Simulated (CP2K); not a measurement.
Two runs for the S L₂,₃ edge of methanethiol. Run A: CP2K XAS_TDP, all-electron GAPW, PBEh(45%), aug-cc-pVTZ, TDA, ZORA, spin–orbit coupling. Run B differs in one setting.

First lines with a strength over 0.0003. A:

| atom | energy (eV) | states | strength, one atom |
| --- | --- | --- | --- |
| S2 (bonded to C and H) | 162.31 | 1 | 0.0006 |
|  | 162.58 | 1 | 0.0024 |
|  | 162.85 | 1 | 0.0021 |
|  | 163.23 | 2 | 0.0005 |
|  | 163.58 | 1 | 0.0010 |

B:

| atom | energy (eV) | states | strength, one atom |
| --- | --- | --- | --- |
| S2 (bonded to C and H) | 153.89 | 1 | 0.0010 |
|  | 153.98 | 1 | 0.0005 |
|  | 154.30 | 1 | 0.0024 |
|  | 154.41 | 1 | 0.0008 |
|  | 154.48 | 1 | 0.0006 |

**Question.** Which was it: GW2X switched on, the functional, the basis?

The functional (functional from PBEh(45%) to PBE; the lines alone don't name the new value). A functional moves all lines by electronvolts and changes their spacings and strengths. The lowest line over the strength cut lies at 153.89 eV, against 162.31 eV (PBEh(45%), aug-cc-pVTZ).

[Hosts, paths, dates, database ids (printed as entryN), source tags and the programs' standing remarks are cut or masked in the printed files.]
